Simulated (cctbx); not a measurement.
# Diagnosing a refinement

Cell a = 7.9510 Å, b = 7.9510 Å, c = 3.9600 Å, α = 90.00°, β = 90.00°, γ = 120.00°; space group P-62m (no. 189). The compound is Tb3Er3AlW2.

The data are simulated with cctbx, not measured: Mo Kα, λ = 0.71073 Å, to d = 0.65 Å, 50 % of the full sphere, strongest reflection 20000 counts, noise from counting, a 6 % proportional error and a noise floor of 4 counts (s.d.); no absorption.

An anisotropic refinement with weights 1/σ² prints:

```text
Rint 0.048, 341 unique reflections to 0.65 A
cycle     R1     wR2    GooF  max shift (A)
   1  0.0648  0.1871   5.153   0.00094
   2  0.0339  0.0970   2.671   0.00002
final R1 0.0339 wR2 0.0970 GooF 2.671  parameters 12  data/parameter 28.4
atom        x        y        z      Ueq    occ   su(xyz)  su(Uiso or U11)
Er1    0.66667  0.33333  0.00000  -0.0008  1.000  0.00000  0.0003  NPD
W1     0.60721  0.60721  0.50000   0.0079  1.000  0.00015  0.0004
Tb1    0.24275  0.24275  0.00000   0.0034  1.000  0.00015  0.0004
Al1    0.00000  0.00000  0.50000   0.0109  1.000  0.00000  0.0039
difference map: max 6.73 min -3.01 rms 0.79
Q1    0.3333  0.6667  0.0000    2    6.84  0.00 A from Er1
Q2    0.0000  0.7512  0.0000    3    4.12  0.05 A from Tb1
Q3    0.0000  0.0000  0.5000    1    3.42  0.00 A from Al1
Q4    0.1052  0.6820  0.0000    6    2.85  1.25 A from Tb1
Q5    0.1312  0.4443  0.5000    6    2.61  0.91 A from W1
Q6    0.0000  0.0000  0.1087    2    2.34  1.55 A from Al1
```

Q: Accept it or mend it, and why?

Mend it. The fault: elements exchanged: W1 is Er and Er1 is W. Against the right model at the same level, R1 goes from 0.0160 to 0.0339 and GooF from 0.95 to 2.67, U of Er1 shrinks from 0.0033 to -0.0008 Å², U of W1 swells from 0.0047 to 0.0079 Å², the top difference peak, 6.8 e/Å³, lies on Er1 and Er1 goes non-positive-definite. W1 has 6 electrons too many and its U swells to shed them, as expected; Er1 has 6 electrons too few and its U shrinks to make up, as expected.

The compound is Tb3Er3AlW2. The right model at the same level gives:

```text
Rint 0.048, 341 unique reflections to 0.65 A
cycle     R1     wR2    GooF  max shift (A)
   1  0.0166  0.0367   1.011   0.00027
   2  0.0160  0.0345   0.950   0.00000
final R1 0.0160 wR2 0.0345 GooF 0.950  parameters 12  data/parameter 28.4
atom        x        y        z      Ueq    occ   su(xyz)  su(Uiso or U11)
W1     0.66667  0.33333  0.00000   0.0033  1.000  0.00000  0.0001
Er1    0.60729  0.60729  0.50000   0.0047  1.000  0.00005  0.0001
Tb1    0.24266  0.24266  0.00000   0.0040  1.000  0.00005  0.0001
Al1    0.00000  0.00000  0.50000   0.0100  1.000  0.00000  0.0013
Flack x: -0.04(2)
Hooft y: -0.037(27)  Bijvoet pairs: 140
difference map: max 1.46 min -1.24 rms 0.39
Q1    0.1188  0.4456  0.5000    6    1.55  0.82 A from Er1
Q2    0.0000  0.9522  0.5000    3    1.42  0.38 A from Al1
Q3    0.2769  0.6292  0.5000    6    1.31  2.02 A from W1
Q4    0.2008  0.5645  0.0000    6    1.23  0.96 A from W1
Q5    0.0000  0.1698  0.0000    3    1.23  1.71 A from Tb1
Q6    0.0000  0.3191  0.0000    3    1.20  2.06 A from Er1
```

The model is made up (kin elements in a known structure type, no relaxation), so it says nothing on whether the phase exists.

[Middle refinement cycles are left out of these outputs.]

[Logs are printed without paths, hosts, clocks, repeated set-up lines and the standing remarks that a program may print on its own settings, such as how far it seeks lower states.]
